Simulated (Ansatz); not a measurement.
# ScAlSe3 in Amm2, a phase reached by a soft mode: a soft mode frozen in, part 2 of 3

Wanted: the energy along a soft mode of ScAlSe3 in Amm2, a phase reached by a soft mode and the structure at the end.

Ansatz 0.2.0; DFT PBE, scalar-relativistic, plane waves, PAW; PAW set soft_1.

So far. Step 4 (The mode frozen in, largest atomic shift 0.22 Å): The run ends at a pressure of -0.24 GPa, with forces up to 0.090 eV/Å. Step 5 (Energy along the mode, all amplitudes (two of the runs …): The lowest of the steps tried is at 0.22 Å, 0.462 meV/atom below the parent; the bottom of the well need not coincide with a step.

The structure was built from a prototype and need not be the compound's stable phase.

## 6. Relaxing from the distorted cell

Starting from the lowest point found, all atoms and the cell are let go, so that strain and other modes of the same symmetry can join in.

Input file input.yaml:

```yaml
crystal:
  lattice:
    - [3.7842782188, 0.0, 0.0]
    - [0.0, 6.1792020041, 3.3268936736]
    - [0.0, -6.1792020041, 3.3268936736]
  atoms:
    - { symbol: Sc, position: [0.0, 0.0674699962, 0.0497670867] }
    - { symbol: Al, position: [0.5, 0.439996729, 0.4383508558] }
    - { symbol: Se, position: [0.5, 0.3502132384, 0.0550246884] }
    - { symbol: Se, position: [0.5, 0.0450640859, 0.315289423] }
    - { symbol: Se, position: [0.0, 0.6441852438, 0.6797885466] }
kpoints:
  mp_grid: { grid: [6, 4, 4] }
hamiltonian:
  xc: pbe
  pseudopotentials: { kind: paw, azcp: { folder: soft_1 } }
scf:
  occupations: { method: fixed }
output:
  forces: true
  stress: true
  eigenvalues: true
relax:
  adjacent_minimum: "off"
  f_tol: 0.002
  max_steps: 120
  cell: { stress_tol: 0.03 }
```

Command:

```sh
$ ansatz run input.yaml --threads 4 --pin off --max-ram 16384MiB --backend cpu --events-out ev --progress --plain --runs-dir out
```

Numbers of over 12 decimals in the logs are rounded to 6 here.

What it wrote:

```text
[...]
Crystal: 5 atoms, lattice volume = 155.591 Å³
Basis set: ecut = 420 eV, 3063 PW (Γ), exchange–correlation on 54×96×96 points (8 copies of the dense FFT grid, shifted against one another)
Bands: 38, of which v1, the nominal top of the filled ones, is band 31 counted from 1 (30 counted from 0)
Symmetry: 2 space group operations
[...]
k-points: 40 of 96 (time reversal used)
[...]
SCF iter   1: F=—  HF=-19089.425020 eV  |F-HF|=—  |Δ(HF+E_count)|=         —  Δρ=8.72e-2  dr2=3.21e1  ethr=3.10e-3  ⟨swp⟩=4.7  Hψ=5165  notcnv=0  defer=169
[...]
SCF iter  12: F=-19086.266478 eV  HF=-19086.266478 eV  |F-HF|=1.40e-8  |Δ(HF+E_count)|=   2.74e-7  Δρ=2.21e-6  dr2=1.65e-8  ethr=1.61e-10  ⟨swp⟩=12.2  Hψ=7349  notcnv=0
SCF 1 converged in 12 iterations: F = -19086.266478 eV  dr2 = 1.65e-8
[...]
relax step   1: F+E_penalty+E_count = -19086.26647839 eV  Δ(F+E_penalty+E_count) = +0.000e0 eV  max|allowed force component| = 8.757e-2 eV/Å  Δτ_max = 0.0000 Å  P = -0.244 GPa  Ω = 155.591 Å³  (12 SCF iters, dr2 threshold 1.00e-7 eV, accepted)
Crystal: 5 atoms, lattice volume = 155.013 Å³
Basis set: ecut = 420 eV, 3051 PW (Γ), exchange–correlation on 54×96×96 points (8 copies of the dense FFT grid, shifted against one another)
[...]
iter 1 solved again at ethr=5.96e-6 eV; its pass at ethr=3.10e-3 eV (dr2=3.70e-3 eV) is discarded
[...]
SCF iter   6: F=-19086.267724 eV  HF=-19086.267724 eV  |F-HF|=3.73e-7  |Δ(HF+E_count)|=   5.74e-7  Δρ=1.11e-5  dr2=3.36e-7  ethr=8.06e-10  ⟨swp⟩=10.0  Hψ=7734  notcnv=0
SCF 2 converged in 6 iterations: F = -19086.267724 eV  dr2 = 3.36e-7
relax step   2: F+E_penalty+E_count = -19086.26772398 eV  Δ(F+E_penalty+E_count) = -1.246e-3 eV  max|allowed force component| = 7.024e-2 eV/Å  Δτ_max = 0.0132 Å  P = +0.071 GPa  Ω = 155.013 Å³  energy of the carried Pulay correction = +2.932e-5 eV  (6 SCF iters, dr2 threshold 5.00e-7 eV, accepted)
Crystal: 5 atoms, lattice volume = 154.720 Å³
Basis set: ecut = 420 eV, 3055 PW (Γ), exchange–correlation on 54×96×96 points (8 copies of the dense FFT grid, shifted against one another)
[...]
SCF iter   6: F=-19086.268559 eV  HF=-19086.268559 eV  |F-HF|=2.68e-8  |Δ(HF+E_count)|=   1.44e-7  Δρ=4.66e-6  dr2=5.50e-8  ethr=4.97e-10  ⟨swp⟩=9.2  Hψ=7329  notcnv=0
SCF 3 converged in 6 iterations: F = -19086.268559 eV  dr2 = 5.50e-8
relax step   3: F+E_penalty+E_count = -19086.26855925 eV  Δ(F+E_penalty+E_count) = -8.353e-4 eV  max|allowed force component| = 1.724e-2 eV/Å  Δτ_max = 0.0077 Å  P = +0.049 GPa  Ω = 154.720 Å³  energy of the carried Pulay correction = +4.426e-5 eV  (6 SCF iters, dr2 threshold 3.08e-7 eV, accepted)
[...]
relax step   4: F+E_penalty+E_count = -19086.26910401 eV  Δ(F+E_penalty+E_count) = -5.448e-4 eV  max|allowed force component| = 4.343e-2 eV/Å  Δτ_max = 0.0350 Å  P = +0.082 GPa  Ω = 154.144 Å³  energy of the carried Pulay correction = +7.365e-5 eV  (8 SCF iters, dr2 threshold 2.77e-8 eV, accepted)
[...]
relax step   5: F+E_penalty+E_count = -19086.26995389 eV  Δ(F+E_penalty+E_count) = -8.499e-4 eV  max|allowed force component| = 2.790e-2 eV/Å  Δτ_max = 0.0301 Å  P = +0.018 GPa  Ω = 154.988 Å³  energy of the carried Pulay correction = +3.059e-5 eV  (7 SCF iters, dr2 threshold 1.18e-7 eV, accepted)
[...]
relax step   6: F+E_penalty+E_count = -19086.27016335 eV  Δ(F+E_penalty+E_count) = -2.095e-4 eV  max|allowed force component| = 6.273e-3 eV/Å  Δτ_max = 0.0103 Å  P = -0.012 GPa  Ω = 155.661 Å³  energy of the carried Pulay correction = -3.545e-6 eV  (7 SCF iters, dr2 threshold 4.87e-8 eV, accepted)
[...]
relax step   7: F+E_penalty+E_count = -19086.27019434 eV  Δ(F+E_penalty+E_count) = -3.100e-5 eV  max|allowed force component| = 2.976e-3 eV/Å  Δτ_max = 0.0058 Å  P = -0.004 GPa  Ω = 155.663 Å³  energy of the carried Pulay correction = -3.624e-6 eV  (7 SCF iters, dr2 threshold 4.08e-9 eV, accepted)
[...]
relax step   8: F+E_penalty+E_count = -19086.27019790 eV  Δ(F+E_penalty+E_count) = -3.557e-6 eV  max|allowed force component| = 7.940e-4 eV/Å  Δτ_max = 0.0011 Å  P = -0.002 GPa  Ω = 155.665 Å³  energy of the carried Pulay correction = -3.755e-6 eV  (7 SCF iters, dr2 threshold 5.54e-10 eV, accepted)
Basis set: ecut = 420 eV, 3039 PW (Γ), exchange–correlation on 54×100×96 points (8 copies of the dense FFT grid, shifted against one another)
[...]
SCF iter   8: F=-19086.270223 eV  HF=-19086.270223 eV  |F-HF|=1.82e-11  |Δ(HF+E_count)|=  4.84e-10  Δρ=6.68e-8  dr2=1.34e-11  ethr=1.00e-12  ⟨swp⟩=11.8  Hψ=9877  notcnv=0
SCF 9 converged in 8 iterations: F = -19086.270223 eV  dr2 = 1.34e-11
[...]
relax step   9: F+E_penalty+E_count = -19086.27022254 eV  Δ(F+E_penalty+E_count) = -2.464e-5 eV  max|allowed force component| = 7.839e-4 eV/Å  Δτ_max = 0.0000 Å  P = -0.001 GPa  Ω = 155.665 Å³  stress off target by 2.66e-3 GPa  SCF on the basis re-selected at this cell (its energy is not comparable with the rows above)  (8 SCF iters)
basis re-selected at this cell: Δ(F+E_penalty+E_count) = -2.464e-5 eV, ΔP = +0.000 GPa vs the last step (what re-selecting the basis moved, of the pressure what is left beyond the Pulay correction that the steps carried, after the strain that the cell walked since its last selection, with what the two solves' SCF thresholds leave and, on support functions, any second-order correction that the steps lacked; it is no measure of the basis error at this ecutwfc). The dense FFT grid was sized anew with the basis: this SCF ran on 27×50×48 points, the steps before it on 27×48×48, so part of this shift can come from that change (see relax.cell in the input reference). [rest of the remark cut]
SCF converged after 8 iterations
Free energy (F): -19086.270223 eV
[...]
Internal energy: -19086.270223 eV  (E = F + TS)
E sigma→0 (E₀):  -19086.270223 eV
Fermi energy:    3.625821 eV
[...]
--- Forces (eV/Å), atoms counted from 1 ---
  atom   1  Sc     0.00000000     0.00043255     0.00026766
  atom   2  Al     0.00000000     0.00065766     0.00074056
  atom   3  Se     0.00000000    -0.00070054    -0.00078398
  atom   4  Se     0.00000000    -0.00005467    -0.00009592
  atom   5  Se    -0.00000000    -0.00033443    -0.00012897
  max |Σ_I F_I| component: 6.47e-7 eV/Å
--- Stress (GPa, compression-positive) ---
       -0.002659       0.000000       0.000000
        0.000000       0.000143       0.000855
        0.000000       0.000849      -0.001453
  P = ⅓ Tr σ = -0.0013 GPa (-0.013 kbar)
--- Band table (eV; the first three rows and the last of 40) ---
  k-point 0: bands = [... 27 lower, 2.4112, 3.1379, 3.2701, 3.6258, 5.6673, 6.3922, 6.4351, 6.5334, ... 3 higher]
  k-point 1: bands = [... 27 lower, 2.7342, 3.1168, 3.3411, 3.5340, 5.7380, 6.2980, 6.3774, 6.6843, ... 3 higher]
  k-point 2: bands = [... 27 lower, 2.8867, 3.1053, 3.4008, 3.6024, 5.8221, 6.1568, 6.5941, 6.7325, ... 3 higher]
  k-point 39: bands = [... 27 lower, 2.1980, 2.3500, 2.8321, 2.9594, 5.2457, 6.0840, 6.4790, 6.9666, ... 3 higher]
--- Relaxed structure (8 steps of the walk, 8 accepted, 1 SCFs on fresh bases) ---
  F+E_penalty+E_count = -19086.27022254 eV   max|allowed force component| = 7.839e-4 eV/Å   (the final SCF, on the basis selected at the relaxed cell)
  cell:  # Å, volume = 155.6651 Å³
    - [3.780954, 0.0, 0.0]
    - [0.0, 6.309934, 3.429567]
    - [0.0, -6.170665, 3.170897]
  atoms:
    - { symbol: Sc, position: [0.0, 0.068960, 0.044483] }
    - { symbol: Al, position: [0.5, 0.440116, 0.441099] }
    - { symbol: Se, position: [0.5, 0.345745, 0.049683] }
    - { symbol: Se, position: [0.5, 0.051856, 0.314934] }
    - { symbol: Se, position: [0.0, 0.640251, 0.688022] }
```

It took 49 s on 4 threads of Arm Neoverse V2, shared host; peak memory 0.57 GiB.

Step by step:

| step | energy less that of the first step (eV) | largest force component (eV/Å) | pressure (GPa) | volume (Å³) |
| --- | --- | --- | --- | --- |
| 1 | 0.0000 | 0.0876 | -0.24 | 155.59 |
| 2 | -0.0012 | 0.0702 | 0.07 | 155.01 |
| 3 | -0.0021 | 0.0172 | 0.05 | 154.72 |
| 4 | -0.0026 | 0.0434 | 0.08 | 154.14 |
| 5 | -0.0035 | 0.0279 | 0.02 | 154.99 |
| 6 | -0.0037 | 0.0063 | -0.01 | 155.66 |
| 7 | -0.0037 | 0.0030 | 0.00 | 155.66 |
| 8 | -0.0037 | 0.0008 | 0.00 | 155.67 |
| 9* | -0.0037 | 0.0008 | 0.00 | 155.67 |

Relaxation steps marked * repeat the geometry before them on a plane-wave basis chosen anew for their cell, so energy and pressure can jump there.

Forces are held to the 2 operations that the run works with; a distortion that breaks them can't arise in this run.

```
     cell as run  before   after  change
           a (Å)   3.784   3.781  -0.1 %
           b (Å)   7.018   7.182  +2.3 %
           c (Å)   7.018   6.938  -1.1 %
           α (°)  123.40  124.28  +0.7 %
volume (Å³/atom)   31.12   31.13  +0.0 %
```

The atoms that moved most (Å, as changes of fractional coordinates times the final cell):

```csv
atom,dx,dy,dz,length
Se5,0.000,-0.076,0.013,0.077
Se4,0.000,0.045,0.022,0.050
Sc1,0.000,0.042,-0.012,0.044
Se3,0.000,0.005,-0.032,0.033
Al2,0.000,-0.016,0.009,0.019
```

Numbers from this step:

```yaml
pressure: -0.001323 GPa
gap_on_the_k_mesh: 1.620 eV
volume_per_atom: 31.13 Å³
```

The distorted start has space group Pm; the relaxation ends in Pm.

## 7. The new phase in its own primitive cell

The relaxed structure is symmetrised, reduced to its primitive cell and relaxed tightly, as its phonons need.

input.yaml, the sections that differ from step 6:

```yaml
crystal:
  lattice:
    - [6.6019330959, 0.0, 0.0]
    - [0.0, 3.7809536132, 0.0]
    - [-3.0400198795, 0.0, 6.2361821877]
  atoms:
    - { symbol: Sc, position: [0.9310395393, 0.0, 0.9755230372] }
    - { symbol: Al, position: [0.5598836923, 0.5, 0.0009824385] }
    - { symbol: Se, position: [0.6542545268, 0.5, 0.7039371955] }
    - { symbol: Se, position: [0.9481438479, 0.5, 0.2630774916] }
    - { symbol: Se, position: [0.3597491005, 0.0, 0.0477711444] }
kpoints:
  mp_grid: { grid: [4, 6, 4] }
relax:
  adjacent_minimum: "off"
  f_tol: 0.001
  max_steps: 60
  cell: { stress_tol: 0.01 }
# hamiltonian, scf, output: as in step 6
```

What it wrote:

```text
[...]
Crystal: 5 atoms, lattice volume = 155.665 Å³
Basis set: ecut = 420 eV, 3039 PW (Γ), exchange–correlation on 90×54×96 points (8 copies of the dense FFT grid, shifted against one another)
Bands: 38, of which v1, the nominal top of the filled ones, is band 31 counted from 1 (30 counted from 0)
Symmetry: 2 space group operations
[...]
k-points: 40 of 96 (time reversal used)
[...]
cell:  # Å, volume = 155.6651 Å³
    - [6.6019330959, 0.0, 0.0]
    - [0.0, 3.7809536132, 0.0]
    - [-3.0400198795, 0.0, 6.2361821877]
  atoms:
    - { symbol: Sc, position: [0.931040, 0.0, 0.975523] }
    - { symbol: Al, position: [0.5598836923, 0.5, 0.000982439] }
    - { symbol: Se, position: [0.6542545268, 0.5, 0.703937] }
    - { symbol: Se, position: [0.948144, 0.5, 0.263077] }
    - { symbol: Se, position: [0.359749, 0.0, 0.047771] }
[key lines of the parts left out:]
SCF converged after 7 iterations
Free energy (F): -19086.270222 eV
Fermi energy:    3.625821 eV
P = ⅓ Tr σ = -0.0013 GPa (-0.013 kbar)
```

Wall time 13 s (4 threads); peak memory 0.56 GiB.

Little changed from the start: no atom moved by 0.005 Å and no cell edge by 0.1 %.

This step gave:

| Item | Value |
| --- | --- |
| pressure | -0.001320 GPa |
| direct gap on mesh | 1.969 eV |

The largest force component left is 0.80 meV/Å and the pressure is -0.001 GPa, within the tolerances set. The cell now holds 31.13 Å³/atom.

[end of part 2 of 3]

[Logs are printed without paths, hosts, clocks, repeated set-up lines and the standing remarks that a program may print on its own settings, such as how far it seeks lower states.]

[Hosts, paths, dates, database ids (printed as entryN), source tags and the programs' standing remarks are cut or masked in the printed files.]
